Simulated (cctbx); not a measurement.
# Symmetry from intensities

Cell: a = 4.1770 Å, b = 5.2550 Å, c = 9.1280 Å, α = 90.00°, β = 90.00°, γ = 90.00°. Expected content of the cell: Pt7 Sm1 Y1 Co3.

The data are simulated with cctbx, not measured: Mo Kα, λ = 0.71073 Å, to d = 0.8 Å, 70 % of the full sphere, strongest reflection 20000 counts, noise from counting, a 4 % proportional error and a noise floor of 4 counts (s.d.); no absorption, some extinction.

Tests on the unmerged data give:

```text
1132 reflections to d = 0.802 A
centring   violations  <I/sigma> of those
    A        307 of   557      8.1
    B        398 of   571     11.0
    C        485 of   562     13.5
    I        457 of   584     12.2
    R        583 of   765     11.9
    F        595 of   845     10.9
Laue class    unique    Rint  (classes that these axes allow; Friedel mates merged)
P -1              748   0.033
P 1 2/m 1         454   0.035
P 1 1 2/m         436   0.036
P 2/m 1 1         462   0.037
P m m m           278   0.038
space group    extra absences  I>4sigma  <I/sigma>
P 2 2 2                 0          0         -  acentric
P m m 2                 0          0         -  acentric
P 2 m m                 0          0         -  acentric
P m 2 m                 0          0         -  acentric
P m m m                 0          0         -  centric
Wilson B = 1.52 A^2   <|E^2-1|> = 1.014 (0.968 centric, 0.736 acentric)   E^2>4: 4.3 %
shell (A)         n   <I/sigma>
 5.26 - 1.59     46     25.8
 1.59 - 1.27     32     25.6
 1.27 - 1.11     33     23.9
 1.11 - 1.01     37     22.7
 1.01 - 0.94     30     20.6
 0.94 - 0.88     30     17.9
 0.88 - 0.84     30     22.9
 0.84 - 0.80     40     17.6
```

Q: Read the symmetry from these tables.

Every centring test has many violations, so the lattice is primitive.

Rint stays low (0.033 to 0.038) up to P m m m, the highest class in these axes.

5 settings pass the absence test. No glide or screw absences show, which leaves P 2 2 2, P m m 2, P 2 m m, P m 2 m and P m m m.

⟨|E²−1|⟩ = 1.014 leans to a centrosymmetric structure. The Wilson B of 1.52 Å² means U ≈ 0.0193 Å².

The true group is Pmmm (no. 47), Laue class mmm, centrosymmetric. The tables only narrow the choice to the tied entries; cell content, site symmetry and trial solutions must settle it.

The model is made up (kin elements in a known structure type, no relaxation), so it says nothing on whether the phase exists.

[Logs are printed without paths, hosts, clocks, repeated set-up lines and the standing remarks that a program may print on its own settings, such as how far it seeks lower states.]
